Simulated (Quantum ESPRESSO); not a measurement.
# CrB2 with spin–orbit coupling along several axes

Wanted: the anisotropy energy of CrB2 and its cost.

Program: Quantum ESPRESSO 7.5. Level of theory: PBEsol; plane waves with PseudoDojo 0.4.1 SR PBEsol standard potentials, then spin–orbit coupling on the fully relativistic files of the same set. Results are calculated unless marked as measured.

Report form: the programs' logs are mostly left out.

## 1. The starting structure

Symmetry: P6/mmm, No. 191, hexagonal system. Conventional cell: a = 2.970 Å, b = 2.970 Å, c = 3.070 Å, α = 90.00°, β = 90.00°, γ = 120.00°. Nearest to Cr lie 12 B at 2.30 Å. Nearest to B lie 3 B at 1.71 Å and 6 Cr at 2.30 Å. Farther neighbours are not listed.

The cell comes from the Crystallography Open Database.

## 2. Collinear run on scalar-relativistic files

pw.in reads:

```
&CONTROL
  calculation = 'scf'
  prefix = 'pwscf'
  outdir = './tmp'
  pseudo_dir = './pseudo'
  disk_io = 'low'
/
&SYSTEM
  ibrav = 0
  celldm(1) = 8
  nat = 3
  ntyp = 2
  ecutwfc = 94
  nbnd = 18
  occupations = 'smearing'
  smearing = 'fd'
  degauss = 0.00367493
  nspin = 2
  starting_magnetization(1) = 0.1786
  starting_magnetization(2) = 0
/
&ELECTRONS
  conv_thr = 6d-11
  electron_maxstep = 150
  mixing_beta = 0.3
/
ATOMIC_SPECIES
Cr     51.9961 Cr.upf
B      10.8100 B.upf
CELL_PARAMETERS alat
   0.7015608237673    0.0000000000000    0.0000000000000
  -0.3507804118837    0.6075694956730    0.0000000000000
   0.0000000000000    0.0000000000000    0.7251824003251
ATOMIC_POSITIONS crystal
Cr      0.0000000000    0.0000000000    0.0000000000
B       0.3333333333    0.6666666667    0.5000000000
B       0.6666666667    0.3333333333    0.5000000000
K_POINTS automatic
10 10 10 0 0 0
```

Launch:

```
$ OMP_NUM_THREADS=1 mpirun -n 4 pw.x -nk 4 -in pw.in > pw.out
```

The job ended after 39 s (4 MPI ranks of Arm Neoverse V1, shared host; peak memory 0.35 GiB; 2.6 min of CPU time).

Spin moment in the atom's sphere by atom:

```
atom  spin moment in the atom's sphere (μB)
 Cr1                                   1.25
  B2                                  -0.02
  B3                                  -0.02
```

Numbers from this step:

```yaml
smearing_term_ts: 0.01617 eV
magnetization: 1.308 μB
absolute_magnetization: 1.419 μB
final_state: ferromagnetic
```

## 3. One pass along [001] on 13×13×13

Each pass runs in a folder of its own that holds a copy of a collinear save from that input. The collinear spin density is turned to the axis, and its potential is diagonalised once with spin–orbit coupling on fully relativistic PseudoDojo files; the sums over occupied states, with the smearing term, are then compared.

pass.in reads:

```
&CONTROL
  calculation = 'nscf'
  prefix = 'pwscf'
  outdir = './tmp'
  pseudo_dir = './pseudo_fr'
  disk_io = 'nowf'
/
&SYSTEM
  ibrav = 0
  celldm(1) = 8
  nat = 3
  ntyp = 2
  ecutwfc = 94
  nbnd = 34
  occupations = 'smearing'
  smearing = 'fd'
  degauss = 0.00367493
  noncolin = .true.
  lspinorb = .true.
  lforcet = .true.
  starting_magnetization(1) = 0.1786
  angle1(1) = 0
  angle2(1) = 0
  starting_magnetization(2) = 0
  angle1(2) = 0
  angle2(2) = 0
/
&ELECTRONS
  conv_thr = 6d-11
  electron_maxstep = 150
  mixing_beta = 0.3
  startingpot = 'file'
  startingwfc = 'random'
  diago_thr_init = 1d-09
  diago_full_acc = .true.
/
ATOMIC_SPECIES
Cr     51.9961 Cr.upf
B      10.8100 B.upf
CELL_PARAMETERS alat
   0.7015608237673    0.0000000000000    0.0000000000000
  -0.3507804118837    0.6075694956730    0.0000000000000
   0.0000000000000    0.0000000000000    0.7251824003251
ATOMIC_POSITIONS crystal
Cr      0.0000000000    0.0000000000    0.0000000000
B       0.3333333333    0.6666666667    0.5000000000
B       0.6666666667    0.3333333333    0.5000000000
K_POINTS automatic
13 13 13 0 0 0
```

Launch:

```
$ OMP_NUM_THREADS=1 mpirun -n 4 pw.x -nk 4 -in pass.in > pass.out
```

Run time: 1.7 min. Hardware: 4 MPI ranks; peak memory 0.28 GiB.

## 4. One pass along [100] on 13×13×13

Edit pass.in of step 3 so:

```diff
@@ -21,6 +21,6 @@
   starting_magnetization(1) = 0.1786
-  angle1(1) = 0
+  angle1(1) = 90
   angle2(1) = 0
   starting_magnetization(2) = 0
-  angle1(2) = 0
+  angle1(2) = 90
   angle2(2) = 0
```

Elapsed: 3.9 min, on 4 MPI ranks; peak memory 0.28 GiB.

## 5. One pass along [210] on 13×13×13

Edit pass.in of step 4 so:

```diff
@@ -22,6 +22,6 @@
   angle1(1) = 90
-  angle2(1) = 0
+  angle2(1) = 30
   starting_magnetization(2) = 0
   angle1(2) = 90
-  angle2(2) = 0
+  angle2(2) = 30
 /
```

Run time: 4 min. Hardware: 4 MPI ranks; peak memory 0.28 GiB; 16 min of CPU time.

## 6. The smearing term

The sum of energies times occupations is what pw.x prints as eband (for fewer than 100 k points). With Fermi–Dirac smearing the quantity to compare holds −TS as well, computed here from the energies and weights in the run's XML file (meV a cell, from the first axis, mesh 13×13×13):

```
 axis  plain sum      −TS  free energy
[001]     0.0000   0.0000       0.0000
[100]     0.1506  -0.0314       0.1192
[210]     0.1506  -0.0314       0.1192
```

## 7. Anisotropy

A pass yields neither state nor moment: for the force theorem these columns are the collinear run's. Anisotropy, by row:

```
          way      mesh   axis          state  energy less the first axis' (meV a primitive cell)  largest spin moment (μB)  CPU time (s)
force theorem  13x13x13  [001]  ferromagnetic                                                   0                     1.247         411.5
force theorem  13x13x13  [100]  ferromagnetic                                              0.1192                     1.247         944.5
force theorem  13x13x13  [210]  ferromagnetic                                              0.1192                     1.247         949.2
```

## 8. Outcome

| Quantity | Value |
| --- | --- |
| state | ferromagnetic |
| largest spin moment | 1.25 μB |
| easy axis of those tried, on this mesh | not resolved |
| energy along [100] less [001] (force theorem) | 0.119 meV a primitive cell, 0.81 MJ/m³ |

**Reading.** On 13×13×13, leaving out the smearing term would shift a difference by 0.031 meV, against 0.12 meV for the largest. Differences this small usually change with the mesh, so the easy axis is taken as not resolved. One mesh cannot show that the size is converged, and with itinerant moments even the sign can change with the mesh. Shape anisotropy is not included. The moments were started parallel in the primitive cell; if the crystal orders otherwise, its anisotropy is another.

[Logs and program files are shortened in this print: banners, set-up blocks, solver, clock and traceback lines can be left out without a mark of their own.]

[Logs are printed without paths, hosts, clocks, repeated set-up lines and the standing remarks that a program may print on its own settings, such as how far it seeks lower states.]

[Hosts, paths, dates, database ids (printed as entryN), source tags and the programs' standing remarks are cut or masked in the printed files.]

[Where a cell is said to come from a database of computed structures, the database is the Materials Project.]
